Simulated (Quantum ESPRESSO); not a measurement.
## HfO2 (001), tetragonal: the electronic dielectric constant against in-plane strain

How does ε∞, from linear response (ph.x, fixed occupations, ions clamped), follow the in-plane strain? The symmetry of the cell is held, so distortions that would lower it, which this phase may prefer, aren't tested.

Calculated with Quantum ESPRESSO 7.5, PBEsol, GBRV 1.5 ultrasoft potentials, cutoff 680 eV, Fermi–Dirac smearing 0.02 eV, k-mesh 8×8×6, no spin polarisation, no spin-orbit coupling.

| in-plane strain (%) | V (Å³/atom) | ε_xx | ε_yy | ε_zz | mean | gap (eV) |
| --- | --- | --- | --- | --- | --- | --- |
| −3 | 10.364 | 5.140 | 5.140 | 4.987 | 5.089 | 4.511 |
| −1 | 10.678 | 5.202 | 5.202 | 4.849 | 5.084 | 4.583 |
| 0 | 10.846 | 5.240 | 5.240 | 4.786 | 5.088 | 4.607 |
| 1 | 11.019 | 5.283 | 5.283 | 4.728 | 5.098 | 4.457 |
| 2 | 11.199 | 5.330 | 5.330 | 4.674 | 5.111 | 4.238 |
| 3 | 11.385 | 5.382 | 5.382 | 4.625 | 5.130 | 4.026 |

**Question.** Give the mean ε∞ and the long-wavelength refractive index at x = -2, a row left out above (x is the first column).

Least squares with ε = e0 + e1 x + e2 x² gives e0 = 5.0883, e1 = 0.0068143 and e2 = 0.002345. At x = -2 this is 5.084, so n = √ε = 2.255 as an average over directions. The run itself gives 5.084, so the estimate misses by 0.000, a rounding's worth.

Along the table the mean ε∞ doesn't follow the smallest gap simply. Semilocal functionals tend to give ε∞ too large, the k-mesh wasn't converged for it (a zone-centred mesh of this size overestimates it where the gap is small), and polar lattice vibrations add to the static constant, which isn't calculated here.
